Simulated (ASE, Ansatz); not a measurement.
# Localised basis functions on random hcp (Re, Os, Rh, Ir, Ru) solid solution (100 atoms), part 2 of 2

Wanted: errors and times of a linear-scaling basis for random hcp (Re, Os, Rh, Ir, Ru) solid solution (100 atoms). A setting counts as converged where the r.m.s. difference of forces stays under 1 % of the r.m.s. force.

Ansatz 0.2.0; Kohn-Sham DFT, PBE, PAW (set soft_2), plane waves.

The cell: 20 Rh, 20 Os, 20 Ru, 20 Ir and 20 Re. The host structure and its lattice constant were typed by rule, without a check against the phase diagram. Spin–orbit coupling is left out.

So far. Step 11 (Support functions medium, radius 5.02 Å): Forces differ from the reference by 0.78 meV/Å r.m.s., 0.16 % of their size, well within a tolerance of 1 %; the energy by -3.1 meV/atom. It took roughly 3.5 times the reference's time (one timing each, with unlike analyses asked), in 11 cycles against 9.

**13. What the reference run shows (continued)**

Density of states as counts of states in windows of 1 eV (from the Fermi level), total and some projections:

```
from (eV)  to (eV)  total  Ir d  Os d
      -18      -11    0.0   0.0   0.0
      -11      -10    0.1   0.0   0.0
      -10       -9    3.4   0.0   0.0
       -9       -8    9.3   0.2   0.2
       -8       -7   26.1   3.5   2.2
       -7       -6   94.9  23.1  14.6
       -6       -5  104.5  23.8  18.8
       -5       -4  126.2  25.2  22.3
       -4       -3  122.9  26.2  20.1
       -3       -2  143.6  24.5  24.3
       -2       -1  107.1  15.5  19.3
       -1        0   80.2  13.3  14.1
        0        1   93.9  16.9  17.5
        1        2  104.2  15.1  23.8
```

Not all projections were asked for or kept, so they needn't add up to the total.

The levels nearest the highest filled one (over half full), pooled over k-points and spins:

```csv
level less the highest filled one (eV),occupation
-0.006,1.04
-0.0046,1.03
-0.0034,1.02
-0.0019,1.01
-2.0e-4,1.01
0,1.01
0.0014,0.999
0.0069,0.972
0.0078,0.967
0.0123,0.945
0.0139,0.937
0.0139,0.936
```

**14. Local order**

These statistics describe the geometry on which the runs were made.

Density 18.3 g/cm³, 14.04 Å³ an atom.

Pair distribution functions g(r), in bins of 0.2 Å:

```
r (Å)  total  Ir-Ir  Ir-Os  Ir-Re  Ir-Rh  Ir-Ru  Os-Os
 2.50   0.02   0.00   0.00   0.00   0.00   0.00   0.00
 2.70   9.09   9.53   8.23   8.58  10.49   8.80   6.37
 2.90   0.01   0.00   0.00   0.00   0.17   0.00   0.00
 3.10   0.00   0.00   0.00   0.00   0.00   0.00   0.00
 3.30   0.00   0.00   0.00   0.00   0.00   0.00   0.00
 3.50   0.00   0.00   0.00   0.00   0.00   0.00   0.00
 3.70   0.38   0.79   0.29   0.59   0.39   0.10   0.39
 3.90   1.90   1.71   1.43   2.08   1.99   2.08   2.85
 4.10   0.00   0.00   0.00   0.00   0.00   0.00   0.00
 4.30   0.50   0.44   0.44   0.74   0.37   0.58   0.44
 4.50   0.09   0.14   0.00   0.14   0.07   0.00   0.14
 4.70   4.54   4.66   4.55   5.29   4.17   4.04   5.17
 4.90   0.00   0.00   0.00   0.00   0.00   0.00   0.00
 5.10   2.46   2.00   3.48   2.22   1.80   2.96   2.00
 5.30   0.14   0.10   0.05   0.10   0.10   0.05   0.10
 5.50   1.07   0.84   0.98   1.27   1.18   1.17   1.13
 5.70   0.00   0.00   0.00   0.00   0.00   0.00   0.00
 5.90   0.00   0.00   0.00   0.00   0.00   0.00   0.00
 6.10   1.81   1.66   2.04   1.66   1.90   1.81   1.52
 6.30   0.25   0.28   0.24   0.24   0.28   0.17   0.28
 6.50   1.38   1.07   1.38   1.65   1.42   1.39   1.07
 6.70   1.48   1.68   1.46   1.50   1.50   1.31   1.19
 6.90   1.03   0.86   1.06   0.78   1.24   1.12   1.21
 7.10   1.46   1.27   1.60   1.13   1.42   1.51   0.98
 7.30   2.12   2.29   2.05   1.97   2.32   2.37   2.24
 7.50   0.00   0.00   0.00   0.00   0.00   0.00   0.00
 7.70   1.03   1.02   1.00   1.21   0.93   1.09   1.30
 7.90   0.08   0.00   0.09   0.07   0.11   0.05   0.09
```

Bonds by pair of elements; cutoffs follow the first minimum of g(r), held within bounds set by covalent radii, and pairs that aren't listed don't count as bonded:

| pair A-B | cutoff (Å) | bonds | mean length (Å) | spread (Å) | shortest (Å) | B about A | A about B |
| --- | --- | --- | --- | --- | --- | --- | --- |
| Ir-Ir | 3.18 | 25 | 2.71 | 0.031 | 2.65 | 2.5 | 2.5 |
| Ir-Os | 3.18 | 43 | 2.70 | 0.041 | 2.63 | 2.15 | 2.15 |
| Ir-Re | 3.18 | 45 | 2.71 | 0.036 | 2.65 | 2.25 | 2.25 |
| Ir-Rh | 3.18 | 56 | 2.71 | 0.04 | 2.61 | 2.8 | 2.8 |
| Ir-Ru | 3.12 | 46 | 2.71 | 0.033 | 2.63 | 2.3 | 2.3 |
| Os-Os | 3.18 | 17 | 2.72 | 0.032 | 2.65 | 1.7 | 1.7 |
| Os-Re | 3.18 | 53 | 2.71 | 0.031 | 2.63 | 2.65 | 2.65 |
| Os-Rh | 3.18 | 51 | 2.71 | 0.035 | 2.59 | 2.55 | 2.55 |
| Os-Ru | 3.12 | 59 | 2.70 | 0.03 | 2.64 | 2.95 | 2.95 |
| Re-Re | 3.18 | 23 | 2.71 | 0.034 | 2.64 | 2.3 | 2.3 |
| Re-Rh | 3.18 | 46 | 2.71 | 0.032 | 2.62 | 2.3 | 2.3 |
| Re-Ru | 3.18 | 50 | 2.71 | 0.03 | 2.64 | 2.5 | 2.5 |
| Rh-Rh | 3.18 | 22 | 2.71 | 0.032 | 2.63 | 2.2 | 2.2 |
| Rh-Ru | 3.18 | 43 | 2.71 | 0.031 | 2.65 | 2.15 | 2.15 |
| Ru-Ru | 3.18 | 21 | 2.71 | 0.03 | 2.65 | 2.1 | 2.1 |

How many atoms have how many bonded neighbours:

```
element  mean  12
     Ir    12  20
     Os    12  20
     Re    12  20
     Rh    12  20
     Ru    12  20
```

First main peaks of g(r), for some of the pairs, lie near 2.70 Å (Ir-Ir), 2.70 Å (Ir-Os), 2.71 Å (Ir-Re), 2.70 Å (Ir-Rh), 2.70 Å (Ir-Ru) and 2.72 Å (Os-Os). With the cutoffs above, all Ir atoms have 12, all Os atoms have 12, all Re atoms have 12 and all Rh atoms have 12 bonded neighbours.

The surroundings of Ir26, which bears the longest force, nearest first, numbered as they follow in the input and with coordinates relative to it.

```
atom      x      y      z  distance (Å)  bonds     Fx     Fy  Fz (eV/Å)
Ir26   0.00   0.00   0.00          0.00     12   0.88   1.00       1.03
 Os2  -1.29  -2.30   0.01          2.64     12  -0.70  -1.22       0.81
Ir25   0.06  -1.58  -2.12          2.65     12  -0.33   0.33      -1.19
Rh29  -1.34   0.81  -2.17          2.67     12  -0.45   0.22       0.09
Os31  -1.34   0.79   2.20          2.69     12   0.02   0.40      -0.04
Os30  -1.32   2.35   0.06          2.70     12  -0.13   0.35      -0.10
 Ru6  -2.70   0.02   0.03          2.70     12  -0.23  -0.09       0.40
Ru49   1.39   0.79  -2.19          2.71     12   0.37   0.67       0.87
Ru27   0.06  -1.56   2.23          2.72     12  -0.30  -0.19      -0.07
Rh22   1.39  -2.37  -0.03          2.75     12  -0.07   0.25       1.40
Os51   1.42   0.82   2.22          2.76     12  -0.11  -0.31      -0.92
Re50   1.38   2.42   0.05          2.78     12   0.93  -0.74      -0.55
Os46   2.78   0.05  -0.01          2.78     12  -0.39   0.39       0.68
```

**15. Outcome**

```yaml
free_energy_per_atom: -9293.9748 eV/atom
density: 18.28 g/cm³
pressure: 5.925 GPa
r_m_s_force_component: 0.4777 eV/Å
wall_time_of_the_7_dft_runs: 2.4 min
```

What this shows: Against plane waves at 420 eV, the forces differ by 1.5 meV/Å (0.32 %) with support functions medium, and by 0.65 meV/Å in the closest run (support functions high, whose functions were not fully converged). At 100 atoms the fastest of the runs at a preset level, support functions low, takes roughly 3.0 times the time of plane waves (whose run also made extra analyses), in 15 SCF cycles against 9. Differences between support functions and plane waves include what basis error the plane-wave run still has. As the radius goes from 3.71 to 5.02 Å, the force difference goes from 1.5 to 0.78 meV/Å (not steadily; the least is 0.78 at 5.02 Å), while the time lies between 19 s and 21 s.

258 levels are partly filled, by over 2 % (on the run's k-points), as in a metal. With the cutoffs above, all Ir atoms have 12, all Os atoms have 12, all Re atoms have 12 and all Rh atoms have 12 bonded neighbours.

Caveats: The geometry was built by rule, was displaced at random and isn't relaxed at this level: its force components are 0.48 eV/Å r.m.s. The stress is far from hydrostatic: its diagonal is 7.2, 7.3, 3.3 GPa, compression counted positive. The pressure of 5.9 GPa means that a free cell would grow at this level.

[Long decimals in the printed logs are rounded to 6 places.]

[Logs are printed without paths, hosts, clocks, repeated set-up lines and the standing remarks that a program may print on its own settings, such as how far it seeks lower states.]

[Hosts, paths, dates, database ids (printed as entryN), source tags and the programs' standing remarks are cut or masked in the printed files.]
